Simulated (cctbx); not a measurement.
# Symmetry from intensities

Cell: a = 7.9710 Å, b = 7.9710 Å, c = 7.9710 Å, α = 90.00°, β = 90.00°, γ = 90.00°. Expected content of the cell: Ho2 Fe8 P24.

The data are simulated with cctbx, not measured: synchrotron X-rays, λ = 0.6889 Å, to d = 0.7 Å, 80 % of the full sphere, strongest reflection 70000 counts, noise from counting, a 4 % proportional error and a noise floor of 4 counts (s.d.); no absorption, some extinction.

A first pass over the reflections prints:

```text
4914 reflections to d = 0.702 A
centring   violations  <I/sigma> of those
    A       1225 of  2485     10.8
    B       1240 of  2496     10.9
    C       1251 of  2503     10.9
    I          0 of  2452      0.0
    R       1601 of  3261     10.6
    F       1858 of  3742     10.9
Laue class    unique    Rint  (classes that these axes allow; Friedel mates merged)
I 1 2/m 1         811   0.027
I 1 1 2/m         811   0.027
I 2/m 1 1         813   0.027
I m m m           459   0.029
I 4/m             410   0.373
I 4/m m m         250   0.374
I m -3            155   0.031
I m -3 m           98   0.374
space group    extra absences  I>4sigma  <I/sigma>
I 2 3                   0          0         -  acentric
I 21 3                  0          0         -  acentric
I m -3                  0          0         -  centric
Wilson B = 0.61 A^2   <|E^2-1|> = 0.814 (0.968 centric, 0.736 acentric)   E^2>4: 3.2 %
shell (A)         n   <I/sigma>
 5.64 - 1.40     23     80.0
 1.40 - 1.12     21     81.7
 1.12 - 0.98     19     84.9
 0.98 - 0.89     18     76.2
 0.89 - 0.82     17     79.2
 0.82 - 0.78     19     83.2
 0.78 - 0.74     20     72.8
 0.74 - 0.70     18     87.5
```

**Question.** What are the lattice type, the Laue class and the likely space group?

The reflections that I centring forbids are absent (⟨I/σ⟩ near 0), so the lattice is I.

Rint stays low (0.027 to 0.031) up to I m -3 and is 0.373 or more in the other classes.

3 settings pass the absence test. No glide or screw absences show, which leaves I 2 3, I 21 3 and I m -3.

⟨|E²−1|⟩ = 0.814 lies between the two ideal values. The Wilson B of 0.61 Å² means U ≈ 0.0077 Å².

The true group is Im-3 (no. 204), Laue class m-3, centrosymmetric. The tables only narrow the choice to the tied entries; cell content, site symmetry and trial solutions must settle it.

The model was made for the exercise: a known structure type with other elements put in, its volume estimated, not relaxed; displacement parameters are assumed.

[Logs are printed without paths, hosts, clocks, repeated set-up lines and the standing remarks that a program may print on its own settings, such as how far it seeks lower states.]
